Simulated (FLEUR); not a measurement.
# NiO: parallel and opposed starts, part 3 of 3

Wanted: the moments of NiO and the energy of each order that was tried.

FLEUR MaX-R8.1; LDA (VWN) with U = 6 eV on Ni d; all-electron FLAPW, Dirac cores, scalar-relativistic bands.

So far, largest spin moment in the muffin-tin sphere (μB): step 2 (run 1 (ferro +)) 1.75; step 3 (run 2 (antiferro q=(0,1/2,1/2) +-)) 1.77; step 4 (start 3: antiferro q=(0,0,1/2) +-) 1.65.

**5. Another try**

A slip in the input shows what the program catches and what it lets pass.

inp.xml reads:

```
<?xml version="1.0" encoding="UTF-8" standalone="no"?>
<fleurInput fleurInputVersion="0.39">
   <comment>
      NiO
   </comment>
   <calculationSetup>
      <cutoffs Kmax="4.32" Gmax="13.0" GmaxXC="13.0" numbands="0"/>
      <scfLoop itmax="60" minDistance="0.0001" maxIterBroyd="15" imix="straight" alpha="0.6" precondParam="0.0" spinf="2.0" sdNocoIR="T"/>
      <coreElectrons ctail="T" frcor="F" kcrel="0" coretail_lmax="0"/>
      <xcFunctional name="vwn" relativisticCorrections="F"/>
      <magnetism jspins="2"/>
      <soc l_soc="F" theta="0.0" phi="0.0" spav="F"/>
      <expertModes spex="0" secvar="F"/>
      <geometryOptimization l_f="F" forcealpha="1.0" forcemix="BFGS" epsdisp="0.00001" epsforce="0.00001"/>
      <ldaU l_linMix="F" mixParam="0.05" spinf="1.0"/>
   </calculationSetup>
   <cell>
      <bzIntegration valenceElectrons="24.0" mode="hist" fermiSmearingEnergy="0.00183747">
         <kPointListSelection listName="default-1"/>
         <xi:include xmlns:xi="http://www.w3.org/2001/XInclude" href="kpts.xml"> </xi:include>
      </bzIntegration>
      <xi:include xmlns:xi="http://www.w3.org/2001/XInclude" href="sym.xml"> </xi:include>
      <bulkLattice scale="1.0">
         <bravaisMatrix>
            <row-1>    0.0000000000000000     3.9417828250996005     3.9417828250996005</row-1>
            <row-2>    3.9417828250996005     0.0000000000000000     3.9417828250996005</row-2>
            <row-3>    3.9417828250996005     3.9417828250996005     0.0000000000000000</row-3>
         </bravaisMatrix>
      </bulkLattice>
   </cell>
   <atomSpecies>
      <species name="Nickel (Ni2.000" element="Ni" atomicNumber="28">
         <mtSphere radius="2.46" gridPoints="813" logIncrement="0.015"/>
         <atomicCutoffs lmax="10" lnonsphr="8"/>
         <electronConfig flipSpins="F">
            <coreConfig>(1s1/2) (2s1/2) (2p1/2) (2p3/2)</coreConfig>
            <valenceConfig>(3s1/2) (3p1/2) (3p3/2) (4s1/2) (3d3/2) (3d5/2)</valenceConfig>
            <stateOccupation state="(3d3/2)" spinUp="2.0" spinDown="1.2"/>
            <stateOccupation state="(3d5/2)" spinUp="3.0" spinDown="1.8"/>
         </electronConfig>
         <energyParameters s="4" p="4" d="3" f="4"/>
         <ldaU l="2" U="6.0" J="0.0" l_amf="F"/>
         <lo type="SCLO" l="0" n="3" eDeriv="0"/>
         <lo type="SCLO" l="1" n="3" eDeriv="0"/>
      </species>
      <species name="Oxygen (O)" element="O" atomicNumber="8">
         <mtSphere radius="1.39" gridPoints="461" logIncrement="0.023"/>
         <atomicCutoffs lmax="6" lnonsphr="4"/>
         <electronConfig flipSpins="F">
            <coreConfig>(1s1/2)</coreConfig>
            <valenceConfig>(2s1/2) (2p1/2) (2p3/2)</valenceConfig>
            <stateOccupation state="(2p1/2)" spinUp="0.666667" spinDown="0.666667"/>
            <stateOccupation state="(2p3/2)" spinUp="1.333333" spinDown="1.333333"/>
         </electronConfig>
         <energyParameters s="2" p="2" d="3" f="4"/>
      </species>
   </atomSpecies>
   <atomGroups>
      <atomGroup species="Nickel (Ni2.000">
         <relPos label="                   1">.0000000000 .0000000000 .0000000000</relPos>
         <force calculate="T" relaxXYZ="TTT"/>
      </atomGroup>
      <atomGroup species="Oxygen (O)">
         <relPos label="                   2">1.000/2.000 1.000/2.000 1.000/2.000</relPos>
         <force calculate="T" relaxXYZ="TTT"/>
      </atomGroup>
   </atomGroups>
   <output dos="F" band="F" slice="F">
      <bandDOS minEnergy="-.5*Htr" maxEnergy="0.5*Htr" sigma="0.015" storeEVData="T"/>
      <plotting iplot="0" polar="F">
         <plot TwoD="T" vec1="  1.0  0.0  0.0" vec2="  0.0  1.0  0.0" vec3="  0.0  0.0  1.0" zero="  0.0  0.0  0.0" file="plot"/>
      </plotting>
      <moessbauerParams electricFieldGradient="F" isomerShift="F" coreHyperfine="F" valenceHyperfine="F"/>
   </output>
</fleurInput>
```

crystal.txt reads:

```
NiO
&input film=F cartesian=F /
0.00000000000  2.08590164140  2.08590164140
2.08590164140  0.00000000000  2.08590164140
2.08590164140  2.08590164140  0.00000000000
1.8897261246
1.0 1.0 1.0

2
28 0.00000000000  0.00000000000  0.00000000000 : 2.000
8 0.50000000000  0.50000000000  0.50000000000

&kpt div1=8 div2=8 div3=8 gamma=T /
```

Launch:

```sh
$ OMP_NUM_THREADS=1 inpgen -f crystal.txt > inpgen.log  # inp.xml is then edited as shown
$ OMP_NUM_THREADS=1 mpirun -n 4 fleur_MPI > fleur.log
```

Log:

```text
[banner, memory and clock lines left out]
Welcome to FLEUR        (www.flapw.de)
      MaX-Release 8.1          (www.max-centre.eu)

 ========== k-point set info ==========
 Selected k-point list: default-1
 k-point list type: mesh
 0 x 0 x 0
 Number of k points: 32

 [... set-up left out ...]
 no density matrix found ... skipping LDA+U
 Reset of history
 Iteration:     1   Distance:      29.47569879 me/bohr^3
 Invalid elements in DFT+U matrix after mixing:
 Reset of history
 Iteration:     2   Distance:      66.11187556 me/bohr^3
 Iteration:     3   Distance:     257.71252309 me/bohr^3
 Invalid elements in DFT+U matrix after mixing:
 Reset of history
 Iteration:     4   Distance:     559.90568186 me/bohr^3
 Iteration:     5   Distance:     871.39741480 me/bohr^3
 Iteration:     6   Distance:    1090.75393527 me/bohr^3
 Iteration:     7   Distance:    1163.40845520 me/bohr^3
 Iteration:     8   Distance:    1203.28574366 me/bohr^3
**************FLEUR-Error*****************
Error message: differ 2: problems with solving dirac equation
Error occurred in subroutine: differ
Hint: The n=4 l=0 state of an atom with Z=28 seems to be above the reasonable energy range.
Error from PE:0/4
*****************************************

Memory (rank 0): 0.048 GB (peak 0.058 GB)

--- out.xml (last complete iteration) ---
<iteration numberForCurrentRun="    8" overallNumber="    8">
         [... left out ...]
         <bandgap value="0.0000000000" units="eV"/>
         <sumValenceSingleParticleEnergies value="-176.4949959301" units="Htr"/>
         <FermiEnergy value="-1.3944357705" units="Htr"/>
         [... left out ...]
         <magneticMomentsInMTSpheres units="muBohr">
            <globalMagMoment atomType="1" vec="0.00000   0.00000   1.99279"/>
            <globalMagMoment atomType="2" vec="0.00000   0.00000   0.00020"/>
         </magneticMomentsInMTSpheres>
         [... left out ...]
         <totalEnergy value="    -1722.3654733901" units="Htr">
            <sumOfEigenvalues value="    -1185.7387732822">
               <coreElectrons value="-1009.2437773521"/>
               <valenceElectrons value="-176.4949959301"/>
            </sumOfEigenvalues>
         [... left out ...]
            <freeEnergy value="-1722.3682156544"/>
            <extrapolationTo0K value="-1722.3668445223"/>
         </totalEnergy>
         [... left out ...]
         <ldaUDensityMatrixConvergence>
            <distance spin="1" distance="3.726242"/>
            <distance spin="2" distance="3.968209"/>
         </ldaUDensityMatrixConvergence>
         <densityConvergence units="me/bohr^3">
            <chargeDensity spin="1" distance="610.6508329315"/>
            <chargeDensity spin="2" distance="593.0382896058"/>
            <overallChargeDensity distance="1203.2857436579"/>
            <spinDensity distance="35.7927996504"/>
         </densityConvergence>
      </iteration>
```

Wall time 9 s (4 MPI ranks of Intel Xeon Platinum 8259CL at 2.50GHz (Skylake/Cascade Lake), shared host); peak memory 0.23 GiB.

The run ended with an error.

The program's message: “differ 2: problems with solving dirac equation”

The fault in the input: linear mixing far too strong.

After 8 cycles the density distance stands at 1203 me/bohr³, far over its least value of 29: the cycles have run away.

Taking so much of each new density makes the cycles overshoot; a small alpha with Anderson mixing is the cure.

**6. The states side by side**

Free energies are divided by the number of seeded atoms, so that cells of unlike size compare. Wavevectors q in the names are fractions of the primitive cell's reciprocal vectors.

Orders:

```tsv
start	final state	typed order kept	energy over the lowest (meV a seeded atom)	largest sphere moment (μB)	net moment (μB a primitive cell)	mesh matched	CPU time (s)
ferro +	ferromagnetic	yes	109.3	1.754	2	yes	51.97
antiferro q=(0,1/2,1/2) +-	antiferromagnetic	yes	125.5	1.768	0	yes	367.9
antiferro q=(0,0,1/2) +-	antiferromagnetic	yes	0	1.648	0	yes	329.6
```

**7. Spin–orbit coupling, moments along [001]**

Spin–orbit coupling ties the spins to the lattice and lets orbital moments form.

A new self-consistent run of the start antiferro q=(0,0,1/2) +-, with the moments along z.

inp.xml reads:

```
<?xml version="1.0" encoding="UTF-8" standalone="no"?>
<fleurInput fleurInputVersion="0.39">
   <comment>
      NiO
   </comment>
   <calculationSetup>
      <cutoffs Kmax="4.32" Gmax="13.0" GmaxXC="13.0" numbands="128"/>
      <scfLoop itmax="130" minDistance="0.0001" maxIterBroyd="15" imix="Anderson" alpha="0.05" precondParam="0.0" spinf="2.0" sdNocoIR="T"/>
      <coreElectrons ctail="T" frcor="F" kcrel="0" coretail_lmax="0"/>
      <xcFunctional name="vwn" relativisticCorrections="F"/>
      <magnetism jspins="2"/>
      <soc l_soc="T" theta="0.0" phi="0.0" spav="F"/>
      <expertModes spex="0" secvar="F"/>
      <geometryOptimization l_f="F" forcealpha="1.0" forcemix="BFGS" epsdisp="0.00001" epsforce="0.00001"/>
      <ldaU l_linMix="F" mixParam="0.05" spinf="1.0"/>
   </calculationSetup>
   <cell>
      <bzIntegration valenceElectrons="48.0" mode="hist" fermiSmearingEnergy="0.00183747">
         <kPointListSelection listName="default-1"/>
         <xi:include xmlns:xi="http://www.w3.org/2001/XInclude" href="kpts.xml"> </xi:include>
      </bzIntegration>
      <xi:include xmlns:xi="http://www.w3.org/2001/XInclude" href="sym.xml"> </xi:include>
      <bulkLattice scale="1.0">
         <bravaisMatrix>
            <row-1>    0.0000000000000000     3.9417828250996005     3.9417828250996005</row-1>
            <row-2>    3.9417828250996005     0.0000000000000000     3.9417828250996005</row-2>
            <row-3>    7.8835656501992011     7.8835656501992011     0.0000000000000000</row-3>
         </bravaisMatrix>
      </bulkLattice>
   </cell>
   <atomSpecies>
      <species name="Nickel (Ni2.000" element="Ni" atomicNumber="28">
         <mtSphere radius="2.46" gridPoints="813" logIncrement="0.015"/>
         <atomicCutoffs lmax="10" lnonsphr="8"/>
         <electronConfig flipSpins="F">
            <coreConfig>(1s1/2) (2s1/2) (2p1/2) (2p3/2)</coreConfig>
            <valenceConfig>(3s1/2) (3p1/2) (3p3/2) (4s1/2) (3d3/2) (3d5/2)</valenceConfig>
            <stateOccupation state="(3d3/2)" spinUp="2.0" spinDown="1.2"/>
            <stateOccupation state="(3d5/2)" spinUp="3.0" spinDown="1.8"/>
         </electronConfig>
         <energyParameters s="4" p="4" d="3" f="4"/>
         <ldaU l="2" U="6.0" J="0.0" l_amf="F"/>
         <lo type="SCLO" l="0" n="3" eDeriv="0"/>
         <lo type="SCLO" l="1" n="3" eDeriv="0"/>
      </species>
      <species name="Nickel (Ni-2.000" element="Ni" atomicNumber="28">
         <mtSphere radius="2.46" gridPoints="813" logIncrement="0.015"/>
         <atomicCutoffs lmax="10" lnonsphr="8"/>
         <electronConfig flipSpins="F">
            <coreConfig>(1s1/2) (2s1/2) (2p1/2) (2p3/2)</coreConfig>
            <valenceConfig>(3s1/2) (3p1/2) (3p3/2) (4s1/2) (3d3/2) (3d5/2)</valenceConfig>
            <stateOccupation state="(3d3/2)" spinUp="1.2" spinDown="2.0"/>
            <stateOccupation state="(3d5/2)" spinUp="1.8" spinDown="3.0"/>
         </electronConfig>
         <energyParameters s="4" p="4" d="3" f="4"/>
         <ldaU l="2" U="6.0" J="0.0" l_amf="F"/>
         <lo type="SCLO" l="0" n="3" eDeriv="0"/>
         <lo type="SCLO" l="1" n="3" eDeriv="0"/>
      </species>
      <species name="Oxygen (O)" element="O" atomicNumber="8">
         <mtSphere radius="1.39" gridPoints="461" logIncrement="0.023"/>
         <atomicCutoffs lmax="6" lnonsphr="4"/>
         <electronConfig flipSpins="F">
            <coreConfig>(1s1/2)</coreConfig>
            <valenceConfig>(2s1/2) (2p1/2) (2p3/2)</valenceConfig>
            <stateOccupation state="(2p1/2)" spinUp="0.666667" spinDown="0.666667"/>
            <stateOccupation state="(2p3/2)" spinUp="1.333333" spinDown="1.333333"/>
         </electronConfig>
         <energyParameters s="2" p="2" d="3" f="4"/>
      </species>
   </atomSpecies>
   <atomGroups>
      <atomGroup species="Nickel (Ni2.000">
         <relPos label="                   1">.0000000000 .0000000000 .0000000000</relPos>
         <force calculate="T" relaxXYZ="TTT"/>
      </atomGroup>
      <atomGroup species="Nickel (Ni-2.000">
         <relPos label="                   2">.0000000000 .0000000000 1.000/2.000</relPos>
         <force calculate="T" relaxXYZ="TTT"/>
      </atomGroup>
      <atomGroup species="Oxygen (O)">
         <relPos label="                   3">1.000/2.000 1.000/2.000 1.000/4.000</relPos>
         <relPos label="                   4">1.000/2.000 1.000/2.000 -1.000/4.000</relPos>
         <force calculate="T" relaxXYZ="TTT"/>
      </atomGroup>
   </atomGroups>
   <output dos="F" band="F" slice="F">
      <bandDOS minEnergy="-.5*Htr" maxEnergy="0.5*Htr" sigma="0.015" storeEVData="T"/>
      <plotting iplot="0" polar="F">
         <plot TwoD="T" vec1="  1.0  0.0  0.0" vec2="  0.0  1.0  0.0" vec3="  0.0  0.0  1.0" zero="  0.0  0.0  0.0" file="plot"/>
      </plotting>
      <moessbauerParams electricFieldGradient="F" isomerShift="F" coreHyperfine="F" valenceHyperfine="F"/>
   </output>
</fleurInput>
```

crystal.txt reads:

```
NiO
&input film=F cartesian=F /
0.00000000000  2.08590164140  2.08590164140
2.08590164140  0.00000000000  2.08590164140
4.17180328280  4.17180328280  0.00000000000
1.8897261246
1.0 1.0 1.0

4
28 0.00000000000  0.00000000000  0.00000000000 : 2.000
28 0.00000000000  0.00000000000  0.50000000000 : -2.000
8 0.50000000000  0.50000000000  0.25000000000
8 0.50000000000  0.50000000000  0.75000000000

&soc 0.0000000 0.0000000 /
&kpt div1=8 div2=8 div3=4 gamma=T /
```

Log:

```text
[banner, memory and clock lines left out]
Welcome to FLEUR        (www.flapw.de)
      MaX-Release 8.1          (www.max-centre.eu)

 ========== k-point set info ==========
 Selected k-point list: default-1
 k-point list type: mesh
 8 x 8 x 4
 Number of k points: 132

 [... set-up left out ...]
 no density matrix found ... skipping LDA+U
 Complex matrix made real
 Complex matrix made real
 Reset of history
 Iteration:     1   Distance:      35.89122782 me/bohr^3
 Iteration:     2   Distance:      38.25942288 me/bohr^3
 Iteration:     3   Distance:      35.49213193 me/bohr^3
 Iteration:     4   Distance:      19.23754983 me/bohr^3
 Iteration:     5   Distance:      15.48434690 me/bohr^3
 Iteration:     6   Distance:       9.54498511 me/bohr^3
 Iteration:     7   Distance:       1.27015345 me/bohr^3
 Iteration:     8   Distance:       1.26722042 me/bohr^3
 Iteration:     9   Distance:       0.46988167 me/bohr^3
 Iteration:    10   Distance:       0.44337641 me/bohr^3
[... 16 iterations left out ...]
 Iteration:    27   Distance:       0.00387467 me/bohr^3
 Iteration:    28   Distance:       0.00262080 me/bohr^3
 Iteration:    29   Distance:       0.00053856 me/bohr^3
 Iteration:    30   Distance:       0.00041800 me/bohr^3
 Iteration:    31   Distance:       0.00040068 me/bohr^3
 Iteration:    32   Distance:       0.00036080 me/bohr^3
 Iteration:    33   Distance:       0.00037611 me/bohr^3
 Iteration:    34   Distance:       0.00031822 me/bohr^3
 Iteration:    35   Distance:       0.00010112 me/bohr^3
 Iteration:    36   Distance:       0.00009397 me/bohr^3

 ********************************************************************
 Run finished successfully
 Stop message:
   all done
 ********************************************************************

--- out.xml (last complete iteration) ---
<iteration numberForCurrentRun="   36" overallNumber="   36">
         [... left out ...]
         <bandgap value="3.0656427028" units="eV"/>
         <sumValenceSingleParticleEnergies value="-35.9459169898" units="Htr"/>
         <FermiEnergy value="0.2546890461" units="Htr"/>
         [... left out ...]
         <magneticMomentsInMTSpheres units="muBohr">
            <globalMagMoment atomType="1" vec="0.00000   0.00000   1.64805"/>
            <globalMagMoment atomType="2" vec="0.00000   0.00000  -1.64805"/>
            <globalMagMoment atomType="3" vec="0.00000   0.00000   0.00000"/>
         </magneticMomentsInMTSpheres>
         <orbitalMomentsInMTSpheres units="muBohr">
            <globalMagMoment atomType="1" vec="0.00010   0.00010   0.24909"/>
            <globalMagMoment atomType="2" vec="-0.00010  -0.00010  -0.24909"/>
            <globalMagMoment atomType="3" vec="0.00000   0.00000   0.00000"/>
         </orbitalMomentsInMTSpheres>
         [... left out ...]
         <totalEnergy value="    -3186.2395551208" units="Htr">
            <sumOfEigenvalues value="    -1817.1833583462">
               <coreElectrons value="-1781.2374413564"/>
               <valenceElectrons value="-35.9459169898"/>
            </sumOfEigenvalues>
         [... left out ...]
            <freeEnergy value="-3186.2395551208"/>
            <extrapolationTo0K value="-3186.2395551208"/>
         </totalEnergy>
         [... left out ...]
         <ldaUDensityMatrixConvergence>
            <distance spin="1" distance="0.000005"/>
            <distance spin="2" distance="0.000005"/>
         </ldaUDensityMatrixConvergence>
         <densityConvergence units="me/bohr^3">
            <chargeDensity spin="1" distance="0.0000522392"/>
            <chargeDensity spin="2" distance="0.0000513482"/>
            <overallChargeDensity distance="0.0000939720"/>
            <spinDensity distance="0.0000435937"/>
         </densityConvergence>
      </iteration>
```

It took 15 min on 4 MPI ranks; peak memory 0.86 GiB; 59 min of CPU time.

Spin moment in the muffin-tin sphere by atom:

```tsv
atom	spin moment in the muffin-tin sphere (μB)
Ni1	1.65
Ni2	-1.65
O3	0.00
O4	0.00
```

This step gave:

```yaml
free_energy: -86701.9952 eV
program_s_band_gap_on_this_mesh_in_a_metal_only_a_level_spacing: 3.066 eV
magnetization: 0 μB
final_state: antiferromagnetic
orbital_moment_along_the_spin: 0.2491 μB
```

Orbital moment in the sphere, along the spin axis by atom:

```tsv
atom	orbital moment in the sphere, along the spin axis (μB)
Ni1	0.249
Ni2	-0.249
O3	0.000
O4	0.000
```

**8. Results**

| Quantity | Value |
| --- | --- |
| lowest state found | antiferromagnetic (typed antiferro q=(0,0,1/2) +-) |
| largest site spin moment | 1.65 μB |
| next finished state | ferromagnetic, 109 meV a seeded atom higher |
| orbital moment on the atom of largest spin, along its spin (spin–orbit run) | 0.249 μB |

**Reading.** The lowest state found is antiferromagnetic, reached from the start antiferro q=(0,0,1/2) +-, with moments up to 1.65 μB. The next finished state costs 109 meV a seeded atom. The orbital moment is parallel to the spin, as Hund's third rule has it for a shell over half filled. This is the lowest of 3 finished starts, no proof of the ground state.

[Logs and program files are shortened in this print: banners, set-up blocks, solver, clock and traceback lines can be left out without a mark of their own.]

[Logs are printed without paths, hosts, clocks, repeated set-up lines and the standing remarks that a program may print on its own settings, such as how far it seeks lower states.]

[Hosts, paths, dates, database ids (printed as entryN), source tags and the programs' standing remarks are cut or masked in the printed files.]

[Where a cell is said to come from a database of computed structures, the database is the Materials Project.]
